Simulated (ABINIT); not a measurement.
**CsH (Fm-3m): G0W0 in ABINIT against the k mesh**

Wanted: the cheapest k mesh that holds the gap of CsH (Fm-3m).

Calculated with ABINIT 10.8.3; LDA and many-body steps on it, plane waves.

The database entry behind the starting cell differs from later determinations by our own check (0.1 to 0.3 % short, probably kX units), so it need not match the best structure at ambient conditions.

### 1. Set-up

The structure is cubic, space group Fm-3m (No. 225). The conventional cell has a = 6.376 Å, b = 6.376 Å, c = 6.376 Å, α = 90.00°, β = 90.00°, γ = 90.00°. Nearest to Cs lie 6 H at 3.19 Å. Nearest to H lie 6 Cs at 3.19 Å. Farther neighbours are not listed.

The cell and positions come from the Crystallography Open Database and are kept as given unless a step says otherwise. Spin-orbit coupling is left out unless a step names it.

### 2. Empty states on the mesh, 4×4×4 mesh, 118 bands

This step: ABINIT 10.8.3; DFT, LDA, plane waves, norm-conserving pseudopotentials.

The sums over transitions need many empty states on a uniform mesh; this step solves for them.

Input file run.abi:

```
acell 3*1.0 Angstrom
rprim 
  -0.000000000000 3.188000000000 3.188000000000
  3.188000000000 -0.000000000000 3.188000000000
  3.188000000000 3.188000000000 -0.000000000000
ntypat 2
znucl 55 1
natom 2
typat 1 2
xred 
  0.000000000000 0.000000000000 0.000000000000
  0.500000000000 0.500000000000 0.500000000000
pp_dirpath "pseudos"
pseudos "Cs.upf, H.upf"
ecut 31
ngkpt 4 4 4
nshiftk 1
shiftk 0 0 0
kptopt 1
chksymbreak 0
irdden 1
istwfk *1
nband 118
prtvol 0
optdriver 6
gwr_task "HDIAGO"
paral_kgb 0
occopt 1
indata_prefix "in"
outdata_prefix "out"
tmpdata_prefix "tmp"
```

Launch:

```console
$ OMP_NUM_THREADS=1 mpirun -n 4 abinit run.abi > log
```

Numbers of over 12 decimals in the logs are rounded to 6 here.

Log:

```text
.Version 10.8.3 of ABINIT. v10.8.2 released Aug 2026.

 Symmetries : space group Fm -3 m (#225); Bravais cF (face-center cubic)
[... echo of the input left out ...]
== DATASET  1 ==================================================================
-   mpi_nproc: 4, omp_nthreads: 1 (-1 if OMP is not activated)

--- !DatasetInfo
iteration_state: {dtset: 1, }
dimensions: {natom: 2, nkpt: 8, mband: 118, nsppol: 1, nspinor: 1, nspden: 1, mpw: 3647, }
cutoff_energies: {ecut:  31.0, pawecutdg:  -1.0, }
[...]
Direct band gap semiconductor
 Fundamental gap:     1.956 (eV)
   VBM:     1.748 (eV) at k: [ 5.0000E-01,  0.0000E+00,  0.0000E+00]
   CBM:     3.704 (eV) at k: [ 5.0000E-01,  0.0000E+00,  0.0000E+00]
 Direct gap:         1.956 (eV) at k: [ 5.0000E-01,  0.0000E+00,  0.0000E+00]

== END DATASET(S) ==============================================================
================================================================================

 -outvars: echo values of variables after computation  --------
           etotal      0.0000000000E+00
            nband         118
             nkpt           8
          spgroup         225
 [... the other variables as echoed above ...]

 Calculation completed.
```

Elapsed: 68 s, on 4 MPI ranks of Arm Neoverse V2, shared host; peak memory 3 GiB; 4.5 min of CPU time.

This step gave:

```yaml
gap: 1.956 eV
k_of_the_valence_top: 0.5, 0, 0
k_of_the_conduction_bottom: 0.5, 0, 0
least_direct_gap: 1.956 eV
k_points_computed: 8
lowest_point_of_the_top_converged_band_above_the_valence_top: 68.0336 eV
```

On this mesh the gap is 1.956 eV.

The density comes from a self-consistent run that is not shown.

### 3. Empty states on the mesh, 2×2×2 mesh, 35 bands

Changes to run.abi since step 2:

```diff
@@ -15,3 +15,3 @@
 ecut 31
-ngkpt 4 4 4
+ngkpt 2 2 2
 nshiftk 1
@@ -20,10 +20,10 @@
 chksymbreak 0
+iscf -2
 irdden 1
 istwfk *1
-nband 118
+nband 35
+nbdbuf 4
+tolwfr 1e-09
+nstep 60
 prtvol 0
-optdriver 6
-gwr_task "HDIAGO"
-paral_kgb 0
-occopt 1
 indata_prefix "in"
```

Log:

```text
.Version 10.8.3 of ABINIT. v10.8.2 released Aug 2026.

 Symmetries : space group Fm -3 m (#225); Bravais cF (face-center cubic)
[... echo of the input left out ...]
== DATASET  1 ==================================================================
-   mpi_nproc: 4, omp_nthreads: 1 (-1 if OMP is not activated)
-    --> not optimal distribution: autoparal keyword recommended in input file <--

--- !DatasetInfo
iteration_state: {dtset: 1, }
dimensions: {natom: 2, nkpt: 3, mband: 35, nsppol: 1, nspinor: 1, nspden: 1, mpw: 3647, }
cutoff_energies: {ecut:  31.0, pawecutdg:  -1.0, }
[...]
0.59317    0.59317    0.66074    0.66074    0.66074    0.68677    0.77389    0.77389
   0.77389    0.79049    0.79049    0.79049    0.87067    0.87067    0.87419    1.07738
   1.07739    1.07750    1.15063
 prteigrs : prtvol=0 or 1, do not print more k-points.

== END DATASET(S) ==============================================================
================================================================================

 -outvars: echo values of variables after computation  --------
            nband          35
             nkpt           3
          spgroup         225
 [... the other variables as echoed above ...]

 Calculation completed.
```

Elapsed: 4.3 s, on 4 MPI ranks; peak memory 0.26 GiB; 17 s of CPU time.

This step gave:

```yaml
gap: 1.956 eV
k_of_the_valence_top: 0.5, 0, 0
k_of_the_conduction_bottom: 0.5, 0, 0
least_direct_gap: 1.956 eV
k_points_computed: 3
lowest_point_of_the_top_converged_band_above_the_valence_top: 22.04 eV
```

On this mesh the gap is 1.956 eV.

### 4. Empty states on the mesh, 6×6×6 mesh, 35 bands

Changes to run.abi since step 3:

```diff
@@ -15,3 +15,3 @@
 ecut 31
-ngkpt 2 2 2
+ngkpt 6 6 6
 nshiftk 1
```

Log:

```text
.Version 10.8.3 of ABINIT. v10.8.2 released Aug 2026.

 Symmetries : space group Fm -3 m (#225); Bravais cF (face-center cubic)
[... echo of the input left out ...]
== DATASET  1 ==================================================================
-   mpi_nproc: 4, omp_nthreads: 1 (-1 if OMP is not activated)

--- !DatasetInfo
iteration_state: {dtset: 1, }
dimensions: {natom: 2, nkpt: 16, mband: 35, nsppol: 1, nspinor: 1, nspden: 1, mpw: 3647, }
cutoff_energies: {ecut:  31.0, pawecutdg:  -1.0, }
[...]
0.59317    0.59317    0.66074    0.66074    0.66074    0.68677    0.77389    0.77389
   0.77389    0.79049    0.79049    0.79049    0.87067    0.87067    0.87419    1.07738
   1.07739    1.07750    1.15063
 prteigrs : prtvol=0 or 1, do not print more k-points.

== END DATASET(S) ==============================================================
================================================================================

 -outvars: echo values of variables after computation  --------
            nband          35
             nkpt          16
          spgroup         225
 [... the other variables as echoed above ...]

 Calculation completed.
```

The job ended after 12 s (4 MPI ranks; peak memory 0.29 GiB).

Numbers from this step:

* gap: 1.956 eV
* k of the valence top: 0.5, 0, 0
* k of the conduction bottom: 0.5, 0, 0
* least direct gap: 1.956 eV
* k points computed: 16
* lowest point of the top converged band, above the valence top: 22.04 eV

On this mesh the gap is 1.956 eV.

### 5. Screening, 2×2×2 mesh, 31 bands, screening to 106.1 eV

The RPA dielectric matrix is built and inverted for each q.

This step: RPA screening on LDA, plane waves, norm-conserving pseudopotentials.

Changes to run.abi since step 4:

```diff
@@ -15,3 +15,3 @@
 ecut 31
-ngkpt 6 6 6
+ngkpt 2 2 2
 nshiftk 1
@@ -20,10 +20,11 @@
 chksymbreak 0
-iscf -2
-irdden 1
 istwfk *1
-nband 35
-nbdbuf 4
-tolwfr 1e-09
-nstep 60
-prtvol 0
+occopt 1
+irdwfk 1
+optdriver 3
+nband 31
+ecuteps 3.9
+inclvkb 2
+awtr 1
+symchi 1
 indata_prefix "in"
```

Log:

```text
.Version 10.8.3 of ABINIT. v10.8.2 released Aug 2026.

 Symmetries : space group Fm -3 m (#225); Bravais cF (face-center cubic)
[... echo of the input left out ...]
== DATASET  1 ==================================================================
-   mpi_nproc: 4, omp_nthreads: 1 (-1 if OMP is not activated)

--- !DatasetInfo
iteration_state: {dtset: 1, }
dimensions: {natom: 2, nkpt: 3, mband: 31, nsppol: 1, nspinor: 1, nspden: 1, mpw: 3647, }
cutoff_energies: {ecut:  31.0, pawecutdg:  -1.0, }
electrons: {nelect:   1.00000000E+01, charge:   0.00000000E+00, occopt:   1.00000000E+00, tsmear:   1.00000000E-02, }

 SCREENING: Calculation of the susceptibility and dielectric matrices

 Based on a program developped by R.W. Godby, V. Olevano, G. Onida, and L. Reining.
 Incorporated in ABINIT by V. Olevano, G.-M. Rignanese, and M. Torrent.
.Using double precision arithmetic ; gwpc =  8

[... cell and pseudopotentials left out ...]
--------------------------------------------------------------------------------

 ==== K-mesh for the wavefunctions ====
 Number of points in the irreducible wedge :     3
[... list of points left out ...]
 Together with 48 symmetry operations and time-reversal symmetry
 yields     8 points in the full Brillouin Zone.

 ==== Q-mesh for the screening function ====
 Number of points in the irreducible wedge :     3
[... list of points left out ...]
 Together with 48 symmetry operations and time-reversal symmetry
 yields     8 points in the full Brillouin Zone.

 setmesh: FFT mesh size selected  =    30x   30x   30
          total number of points  =        27000

 vcoul_init : cutoff-mode = AUXILIARY_FUNCTION
 q-points for optical limit:   1
     1)      0.000010    0.000020    0.000030

- screening: taking advantage of time-reversal symmetry
- Maximum band index for partially occupied states nbvw = 5
- Remaining bands to be divided among processors   nbcw = 26
- Number of bands treated by each node ~6

 Number of electrons calculated from density =   10.0000; Expected =   10.0000
 average of density, n =  0.022867
 r_s =    2.1856
 omega_plasma =   14.5870 [eV]

 calculating chi0 at frequencies [eV] :
  1    0.000000E+00    0.000000E+00
  2    0.000000E+00    1.458696E+01

--------------------------------------------------------------------------------
  q-point number  1        q = ( 0.000000, 0.000000, 0.000000) [r.l.u.]
--------------------------------------------------------------------------------
[... chi0 elements left out ...]
 For q-point:  0.000010 0.000020 0.000030
  dielectric constant =   5.8240
  dielectric constant without local fields =   6.7283

  Average fulfillment of the sum rule on Im[epsilon] for q-point    1 :     55.04  [%]
[... wings left out ...]
  q-point number  2        q = ( 0.500000, 0.000000, 0.000000) [r.l.u.]
--------------------------------------------------------------------------------
[... chi0 elements left out ...]
  Average fulfillment of the sum rule on Im[epsilon] for q-point    2 :     74.56  [%]

 [... 1 further q-points ...]
```

Elapsed: 2.2 s, on 4 MPI ranks; peak memory 0.11 GiB; 8.3 s of CPU time.

This step gave:

```
ε∞ with local fields, on this mesh, along the program's q direction : 5.824
the same without local fields                                       : 6.728
plasma frequency                                                    : 14.59 eV
plane waves in the screening matrix                                 : 169
```

Local fields lower ε∞ by 13 %. On a Γ-centred mesh this coarse the value itself is usually too large, while a short band sum pulls it down.

### 6. 2×2×2

This step: G0W0 on LDA, plane waves, norm-conserving pseudopotentials.

Changes to run.abi since step 5:

```diff
@@ -23,8 +23,17 @@
 irdwfk 1
-optdriver 3
+optdriver 4
 nband 31
+gwcalctyp 0
+ecutsigx 31
+symsigma 1
+nkptgw 2
+kptgw 
+  0.5000000000 0.0000000000 0.0000000000
+  0.0000000000 0.0000000000 0.0000000000
+bdgw 
+  3 8
+  2 8
 ecuteps 3.9
-inclvkb 2
-awtr 1
-symchi 1
+irdscr 1
+ppmodel 1
 indata_prefix "in"
```

Log:

```text
.Version 10.8.3 of ABINIT. v10.8.2 released Aug 2026.

 Symmetries : space group Fm -3 m (#225); Bravais cF (face-center cubic)
[... echo of the input left out ...]
== DATASET  1 ==================================================================
-   mpi_nproc: 4, omp_nthreads: 1 (-1 if OMP is not activated)

--- !DatasetInfo
iteration_state: {dtset: 1, }
dimensions: {natom: 2, nkpt: 3, mband: 31, nsppol: 1, nspinor: 1, nspden: 1, mpw: 3647, }
cutoff_energies: {ecut:  31.0, pawecutdg:  -1.0, }
electrons: {nelect:   1.00000000E+01, charge:   0.00000000E+00, occopt:   1.00000000E+00, tsmear:   1.00000000E-02, }

 SIGMA: Calculation of the GW corrections

 Based on a program developped by R.W. Godby, V. Olevano, G. Onida, and L. Reining.
 Incorporated in ABINIT by V. Olevano, G.-M. Rignanese, and M. Torrent.
.Using double precision arithmetic ; gwpc =  8

[... cell and pseudopotentials left out ...]
--------------------------------------------------------------------------------

 ==== K-mesh for the wavefunctions ====
 Number of points in the irreducible wedge :     3
[... list of points left out ...]
 Together with 48 symmetry operations and time-reversal symmetry
 yields     8 points in the full Brillouin Zone.

 ==== Q-mesh for screening function ====
 Number of points in the irreducible wedge :     3
[... list of points left out ...]
 Together with 48 symmetry operations and time-reversal symmetry
 yields     8 points in the full Brillouin Zone.

 vcoul_init : cutoff-mode = AUXILIARY_FUNCTION
 q-points for optical limit:   1
     1)      0.000010    0.000020    0.000030
 setmesh: FFT mesh size selected  =    45x   45x   45
          total number of points  =        91125

 Number of electrons calculated from density =   10.0000; Expected =   10.0000
 average of density, n =  0.022867
 r_s =    2.1856
 omega_plasma =   14.5870 [eV]

 === KS Band Gaps ===
  >>>> For spin  1
   Minimum direct gap =   1.9563 [eV], located at k-point      :   0.5000  0.0000  0.0000
   Fundamental gap    =   1.9563 [eV], Top of valence bands at :   0.5000  0.0000  0.0000
                                       Bottom of conduction at :   0.5000  0.0000  0.0000
 SIGMA fundamental parameters:
 PLASMON POLE MODEL  1
 number of plane-waves for SigmaX                 3647
 number of plane-waves for SigmaC and W            169
 number of plane-waves for wavefunctions          3647
 number of bands                                    31
 number of independent spin polarizations            1
 number of spinorial components                      1
 number of k-points in IBZ                           3
 number of q-points in IBZ                           3
 number of symmetry operations                      48
 number of k-points in BZ                            8
 number of q-points in BZ                            8
 number of frequencies for dSigma/dE                 9
 frequency step for dSigma/dE [eV]                0.25
 number of omega for Sigma on real axis              0
 max omega for Sigma on real axis  [eV]           0.00
 zcut for avoiding poles [eV]                     0.10

 EPSILON^-1 parameters (SCR file):
 dimension of the eps^-1 matrix on file            169
 dimension of the eps^-1 matrix used               169
 number of plane-waves for wavefunctions          3647
 number of bands                                    31
 number of q-points in IBZ                           3
 number of frequencies                               2
 number of real frequencies                          1
 number of imag frequencies                          1

 matrix elements of self-energy operator (all in [eV])

 Perturbative Calculation

--- !SelfEnergy_ee
iteration_state: {dtset: 1, }
kpoint     : [   0.500,    0.000,    0.000, ]
spin       : 1
KS_gap     :    1.956
QP_gap     :    3.401
Delta_QP_KS:    1.445
data: !SigmaeeData |
     Band     E0 <VxcDFT>   SigX SigC(E0)      Z dSigC/dE  Sig(E)    E-E0       E
        3  -6.239 -12.945 -16.827   2.856   0.769  -0.301 -13.734  -0.789  -7.028
        4  -6.239 -12.945 -16.827   2.856   0.769  -0.301 -13.734  -0.789  -7.028
        5   1.748 -10.207 -13.117   2.314   0.766  -0.306 -10.664  -0.456   1.291
        6   3.704  -6.769  -2.586  -2.967   0.813  -0.231  -5.781   0.988   4.692
        7   6.327  -8.064  -3.436  -3.004   0.806  -0.240  -6.755   1.309   7.636
        8   6.327  -8.064  -3.436  -3.004   0.806  -0.240  -6.755   1.309   7.636

--- !SelfEnergy_ee
iteration_state: {dtset: 1, }
kpoint     : [   0.000,    0.000,    0.000, ]
spin       : 1
KS_gap     :    6.878
QP_gap     :    8.646
Delta_QP_KS:    1.768
data: !SigmaeeData |
     Band     E0 <VxcDFT>   SigX SigC(E0)      Z dSigC/dE  Sig(E)    E-E0       E
[...]
6   6.764  -8.056  -3.224  -3.190   0.802  -0.246  -6.739   1.317   8.082
        7   6.764  -8.056  -3.224  -3.190   0.802  -0.246  -6.739   1.317   8.082
        8   6.764  -8.056  -3.224  -3.190   0.802  -0.246  -6.739   1.317   8.082

== END DATASET(S) ==============================================================
================================================================================

 -outvars: echo values of variables after computation  --------
           etotal      0.0000000000E+00
            nband          31
             nkpt           3
          spgroup         225
 [... the other variables as echoed above ...]

 Calculation completed.
```

The job ended after 2.6 s (4 MPI ranks; peak memory 0.15 GiB; 10 s of CPU time).

Numbers from this step:

- G0W0 gap on the points computed: 3.401 eV
- starting gap on the mesh: 1.956 eV
- k of the valence top: 0.5, 0, 0
- k of the conduction bottom: 0.5, 0, 0
- Z at the valence top: 0.766
- Z at the conduction bottom: 0.813
- least direct G0W0 gap on the computed points: 3.401 eV

### 7. Screening, 4×4×4 mesh, 31 bands, screening to 106.1 eV

This step: RPA screening on LDA, plane waves, norm-conserving pseudopotentials.

Changes to run.abi since step 6:

```diff
@@ -15,3 +15,3 @@
 ecut 31
-ngkpt 2 2 2
+ngkpt 4 4 4
 nshiftk 1
@@ -23,17 +23,8 @@
 irdwfk 1
-optdriver 4
+optdriver 3
 nband 31
-gwcalctyp 0
-ecutsigx 31
-symsigma 1
-nkptgw 2
-kptgw 
-  0.5000000000 0.0000000000 0.0000000000
-  0.0000000000 0.0000000000 0.0000000000
-bdgw 
-  3 8
-  2 8
 ecuteps 3.9
-irdscr 1
-ppmodel 1
+inclvkb 2
+awtr 1
+symchi 1
 indata_prefix "in"
```

Log:

```text
.Version 10.8.3 of ABINIT. v10.8.2 released Aug 2026.

 Symmetries : space group Fm -3 m (#225); Bravais cF (face-center cubic)
[... echo of the input left out ...]
== DATASET  1 ==================================================================
-   mpi_nproc: 4, omp_nthreads: 1 (-1 if OMP is not activated)

--- !DatasetInfo
iteration_state: {dtset: 1, }
dimensions: {natom: 2, nkpt: 8, mband: 31, nsppol: 1, nspinor: 1, nspden: 1, mpw: 3647, }
cutoff_energies: {ecut:  31.0, pawecutdg:  -1.0, }
electrons: {nelect:   1.00000000E+01, charge:   0.00000000E+00, occopt:   1.00000000E+00, tsmear:   1.00000000E-02, }

 SCREENING: Calculation of the susceptibility and dielectric matrices

 Based on a program developped by R.W. Godby, V. Olevano, G. Onida, and L. Reining.
 Incorporated in ABINIT by V. Olevano, G.-M. Rignanese, and M. Torrent.
.Using double precision arithmetic ; gwpc =  8

[... cell and pseudopotentials left out ...]
--------------------------------------------------------------------------------

 ==== K-mesh for the wavefunctions ====
 Number of points in the irreducible wedge :     8
[... list of points left out ...]
 Together with 48 symmetry operations and time-reversal symmetry
 yields    64 points in the full Brillouin Zone.

 ==== Q-mesh for the screening function ====
 Number of points in the irreducible wedge :     8
[... list of points left out ...]
 Together with 48 symmetry operations and time-reversal symmetry
 yields    64 points in the full Brillouin Zone.

 setmesh: FFT mesh size selected  =    30x   30x   30
          total number of points  =        27000

 vcoul_init : cutoff-mode = AUXILIARY_FUNCTION
 q-points for optical limit:   1
     1)      0.000010    0.000020    0.000030

- screening: taking advantage of time-reversal symmetry
- Maximum band index for partially occupied states nbvw = 5
- Remaining bands to be divided among processors   nbcw = 26
- Number of bands treated by each node ~6

 Number of electrons calculated from density =   10.0000; Expected =   10.0000
 average of density, n =  0.022867
 r_s =    2.1856
 omega_plasma =   14.5870 [eV]

 calculating chi0 at frequencies [eV] :
  1    0.000000E+00    0.000000E+00
  2    0.000000E+00    1.458696E+01

--------------------------------------------------------------------------------
  q-point number  1        q = ( 0.000000, 0.000000, 0.000000) [r.l.u.]
--------------------------------------------------------------------------------
[... chi0 elements left out ...]
 For q-point:  0.000010 0.000020 0.000030
  dielectric constant =   3.2356
  dielectric constant without local fields =   3.7527

  Average fulfillment of the sum rule on Im[epsilon] for q-point    1 :     55.12  [%]
[... wings left out ...]
  q-point number  2        q = ( 0.250000, 0.000000, 0.000000) [r.l.u.]
--------------------------------------------------------------------------------
[... chi0 elements left out ...]
  Average fulfillment of the sum rule on Im[epsilon] for q-point    2 :     86.77  [%]

 [... 6 further q-points ...]
```

It took 4.8 s on 4 MPI ranks; peak memory 0.56 GiB; 19 s of CPU time.

Numbers from this step:

| Quantity | Value |
| --- | --- |
| ε∞ with local fields, on this mesh, along the program's q direction | 3.236 |
| the same without local fields | 3.753 |
| plasma frequency | 14.59 eV |
| plane waves in the screening matrix | 169 |

(Continued in part 2 of 2.)

[Paths, hosts, dates, memory and timing lines, banners, echoed tables and standing remarks are left out of the program output.]

[Logs are printed without paths, hosts, clocks, repeated set-up lines and the standing remarks that a program may print on its own settings, such as how far it seeks lower states.]

[Runs of the session that timed out or met a known fault of the program may be left out.]

[No measured gap is set beside runs whose start may be inverted or whose files or cutoffs have a known fault.]

[Hosts, paths, dates, database ids (printed as entryN), source tags and the programs' standing remarks are cut or masked in the printed files.]

[G0W0 gaps are taken among the corrected bands and points alone; a level outside them can change the order at an edge.]

[Where Ansatz stands beside ABINIT at settings called matched, ABINIT's density can come from a denser mesh and the files from another edition; pairs whose starting gaps differed by over 0.03 eV were left out, so agreement reads better than it is.]
